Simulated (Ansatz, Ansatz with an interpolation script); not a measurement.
# Settings in Wannier-interpolated G0W0: Cs2LiYCl6 (Fm-3m), part 2 of 2

How do the Wannier model and the GW settings move the interpolated bands of Cs2LiYCl6 (Fm-3m)?

Ansatz 0.2.0; maximally localised Wannier functions, LDA, plane waves, PAW; PAW set soft_1. Known limits of the many-body steps: not at the basis limit; no spin-orbit coupling; coarse k mesh.

So far. Step 6 (G0W0: 4×4×4 mesh, 266 empty bands, screening to 55 eV …): The G0W0 gap on the mesh is 7.541 eV.

## (7) G0W0: 2×2×2 mesh, 350 empty bands, screening to 66 eV, PAW set soft_1 files

Level of this step: G0W0 on LDA, plane waves, PAW; PAW set soft_1 (Ansatz).

input.yaml reads:

```yaml
crystal:
  lattice:
    - [0.0, 5.24285, 5.24285]
    - [5.24285, 0.0, 5.24285]
    - [5.24285, 5.24285, 0.0]
  atoms:
    - { symbol: Cs, position: [0.25, 0.25, 0.25] }
    - { symbol: Cs, position: [0.75, 0.75, 0.75] }
    - { symbol: Li, position: [0.5, 0.5, 0.5] }
    - { symbol: "Y", position: [0.0, 0.0, 0.0] }
    - { symbol: Cl, position: [0.74954, 0.25046, 0.25046] }
    - { symbol: Cl, position: [0.25046, 0.74954, 0.25046] }
    - { symbol: Cl, position: [0.25046, 0.74954, 0.74954] }
    - { symbol: Cl, position: [0.74954, 0.25046, 0.74954] }
    - { symbol: Cl, position: [0.25046, 0.25046, 0.74954] }
    - { symbol: Cl, position: [0.74954, 0.74954, 0.25046] }
kpoints:
  mp_grid: { grid: [2, 2, 2] }
hamiltonian:
  xc: lda
  pseudopotentials: { kind: paw, azcp: { folder: soft_1 }, xc_functional: pbe }
scf:
  occupations: { method: fixed }
gw:
  n_empty_bands: 350
  ecut_chi: 66
  qp_bands: [v18, c4]
  screening: { model: contour_deformation }
```

On the command line:

```
ansatz run input.yaml --threads 2 --pin off --max-ram 92160MiB --backend cuda --events-out ev --progress --plain --runs-dir out --devices 1 --max-vram 13GiB
```

Numbers of over 12 decimals in the logs are rounded to 6 here.

Output:

```text
GPUs: using 1 of 1 available (devices: 1).
[...]
GPU FFT provider: cuFFT
GPU libraries: cuBLAS 13.8.2, cuFFT 12.4.0, cuSOLVER 12.3.4
Crystal: 10 atoms, lattice volume = 288.225 Å³
Basis set: ecut = 420 eV, 5673 PW (Γ)
Bands: 47, of which v1, the nominal top of the filled ones, is band 37 counted from 1 (36 counted from 0)
Symmetry: 48 space group operations
[...]
k-points: 3 of 8
[...]
0    27      0.7411   -19.8803     3.1133   -15.5182  0.7775    -0.5342    -0.5077  root
[...]
2    38      7.1118    -7.7475    -4.3493   -13.7880  0.8117     8.8398     8.8031  root
     2    39      7.5839    -9.0263    -4.4578   -15.2551  0.8017     9.3995     9.3549  root
     2    40      7.5839    -9.0263    -4.4578   -15.2551  0.8017     9.3995     9.3549  root
     2    41      8.4147    -8.4753    -4.0696   -14.2738  0.8208    10.1783    10.1435  root
[key lines of the parts left out:]
SCF converged after 8 iterations
Free energy (F): -21243.182121 eV
Fermi energy:    2.237524 eV
```

Elapsed: 18 s, on 1 × NVIDIA H100 80GB HBM3 (shared by 6 runs) with 2 threads of AMD EPYC 7R13 (Zen 3), shared host; peak memory 1.3 GiB; 19 s of CPU time.

The G0W0 gap on the mesh is 7.516 eV.

## (8) G0W0: 2×2×2 mesh, 755 empty bands, screening to 110 eV, plasmon pole, PAW set soft_1 files

input.yaml, as its differences from that of step 7:

```diff
@@ -24,5 +24,5 @@
 gw:
-  n_empty_bands: 350
-  ecut_chi: 66
+  n_empty_bands: 755
+  ecut_chi: 110.0
   qp_bands: [v18, c4]
-  screening: { model: contour_deformation }
+  screening: { model: godby_needs }
```

Output:

```text
GPUs: using 1 of 1 available (devices: 1).
[...]
GPU FFT provider: cuFFT
GPU libraries: cuBLAS 13.8.2, cuFFT 12.4.0, cuSOLVER 12.3.4
Crystal: 10 atoms, lattice volume = 288.225 Å³
Basis set: ecut = 420 eV, 5673 PW (Γ)
Bands: 47, of which v1, the nominal top of the filled ones, is band 37 counted from 1 (36 counted from 0)
Symmetry: 48 space group operations
[...]
k-points: 3 of 8
[...]
2    21      0.2259   -18.7237     3.0612   -14.1704  0.7797    -1.2942    -1.2663  root ?
[...]
2    38      7.1118    -7.7475    -4.4500   -13.7880  0.8237     8.7180     8.7023  root
     2    39      7.5839    -9.0263    -4.5756   -15.2551  0.8265     9.2871     9.2371  root
     2    40      7.5839    -9.0263    -4.5756   -15.2551  0.8265     9.2871     9.2371  root
     2    41      8.4147    -8.4753    -4.2193   -14.2738  0.8285    10.0101     9.9939  root
[key lines of the parts left out:]
SCF converged after 8 iterations
Free energy (F): -21243.182121 eV
Fermi energy:    2.237524 eV
```

The job ended after 32 s (1 × NVIDIA H100 80GB HBM3 (shared by 6 runs) with 2 threads; peak memory 1.9 GiB).

The G0W0 gap on the mesh is 7.623 eV.

## (9) Interpolated results

Times are wall times on 1 × NVIDIA H100 80GB HBM3 (shared by 6 runs) with 2 threads of AMD EPYC 7R13 (Zen 3), shared host, good to a factor of about two.

| GW mesh | empty bands | cutoff (eV) | frequency | gap on mesh (eV) | gap over zone (eV) | direct gap (eV) | valence width (eV) | GW time |
| --- | --- | --- | --- | --- | --- | --- | --- | --- |
| 2×2×2 | 755 | 110 | contour deformation | 7.586 | 7.586 | 7.586 | 3.152 | 23 s |
| 4×4×4 | 266 | 55 | contour deformation | 7.541 | 7.533 | 7.533 | 3.256 | 36 s |
| 2×2×2 | 350 | 66 | contour deformation | 7.516 | 7.516 | 7.516 | 3.231 | 18 s |
| 2×2×2 | 755 | 110 | plasmon pole | 7.623 | 7.623 | 7.623 | 3.260 | 32 s |

## (10) Summary of results

| Item | Value |
| --- | --- |
| 2×2×2 mesh, 755 empty bands, screening to 110 eV, PAW set soft_1 files | 7.59 eV |
| 4×4×4 mesh, 266 empty bands, screening to 55 eV, PAW set soft_1 files | 7.53 eV |
| 2×2×2 mesh, 350 empty bands, screening to 66 eV, PAW set soft_1 files | 7.52 eV |
| 2×2×2 mesh, 755 empty bands, screening to 110 eV, plasmon pole, PAW set soft_1 files | 7.62 eV |

**Reading.** The largest change, −0.07 eV in the gap over the zone, comes with 2×2×2 mesh, 350 empty bands, screening to 66 eV, PAW set soft_1 files. The first run is a reference, not a converged one, and where a row moves several settings no single cause can be named. Rows on another GW mesh add that mesh's corrections to the bands of the one model. Coarser Wannier mesh (2×2×2): the miss near the gap goes from 4 (the model on 4×4×4) to 18 meV and the total spread from 54.6 to 46.2 Å². With 4×4×4 mesh, 266 empty bands, screening to 55 eV, PAW set soft_1 files the gap over the zone moves by −0.05 eV and that on the mesh by −0.04 eV. With 2×2×2 mesh, 350 empty bands, screening to 66 eV, PAW set soft_1 files the gap over the zone moves by −0.07 eV and that on the mesh by −0.07 eV. With 2×2×2 mesh, 755 empty bands, screening to 110 eV, plasmon pole, PAW set soft_1 files the gap over the zone moves by +0.04 eV and that on the mesh by +0.04 eV. Gaps over the zone and on the mesh differ where an edge lies off the mesh, or where a GW run starts from another density: the starting gap over the zone is 4.745 eV, on the GW meshes it is 4.745 eV and 4.753 eV. The 2×2×2 mesh is coarse for this cell (its supercell is 15 Å along the shortest edge). The RPA ε∞ on it, from the LDA start, is 2.98; such meshes misread the long-range screening, most where the gap is narrow. The many-body steps are scalar-relativistic: spin-orbit coupling is not in them.

[Paths, hosts, dates, memory and timing lines, banners, echoed tables and standing remarks are left out of the program output.]

[Logs are printed without paths, hosts, clocks, repeated set-up lines and the standing remarks that a program may print on its own settings, such as how far it seeks lower states.]

[Runs of the session that timed out or met a known fault of the program may be left out.]

[Hosts, paths, dates, database ids (printed as entryN), source tags and the programs' standing remarks are cut or masked in the printed files.]
